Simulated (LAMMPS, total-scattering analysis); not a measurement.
# rock-salt solid solution (Cl0.26,Br0.43,I0.32)K: Uiso of K against temperature

Simulated by classical molecular dynamics (LAMMPS) with the Lennard-Jones and Coulomb ion parameters for SPC/E (Joung and Cheatham, J. Phys. Chem. B 112, 9020 (2008)), full charges; 512 atoms, zero pressure, classical nuclei. Uiso is the variance of an atom's position about its mean, per direction. These ion parameters were fitted for water; with full charges and no polarisation the melts tend to be sluggish and to freeze at too high a temperature.

| T (K) | Uiso of K (Å²) |
| --- | --- |
| 100 | 0.0068 |
| 300 | ? |
| 420 | 0.0335 |
| 960 | 0.1038 |

**Task.** Fit U/T against T with a straight line, read an effective Debye temperature from it, and predict the withheld row.

U/T in 10⁻⁵ Å²/K: 6.800 at 100 K, 7.976 at 420 K, 10.812 at 960 K. The means are 493.33 K and 8.529; Σ(x − x̄)(y − ȳ) = 1786 and Σ(x − x̄)² = 3.7787e+05, so the slope is 4.727e-03 per K and the intercept 6.198.

The intercept is the harmonic part: U = 3ħ²T/(M k θ²) with 3ħ²/(k u Å²) = 145.5 K and M = 39.10 u gives θ = √(145.5/(39.10 × 6.198×10⁻⁵)) = 245 K, an effective value for this element. The slope is the anharmonic part, expansion included: by 960 K it adds 73 % to U.

At 300 K, U = 300 × (6.198 + 1.418)×10⁻⁵ = 0.0228 Å²; the run gave 0.0223, a miss of +2.2 %.
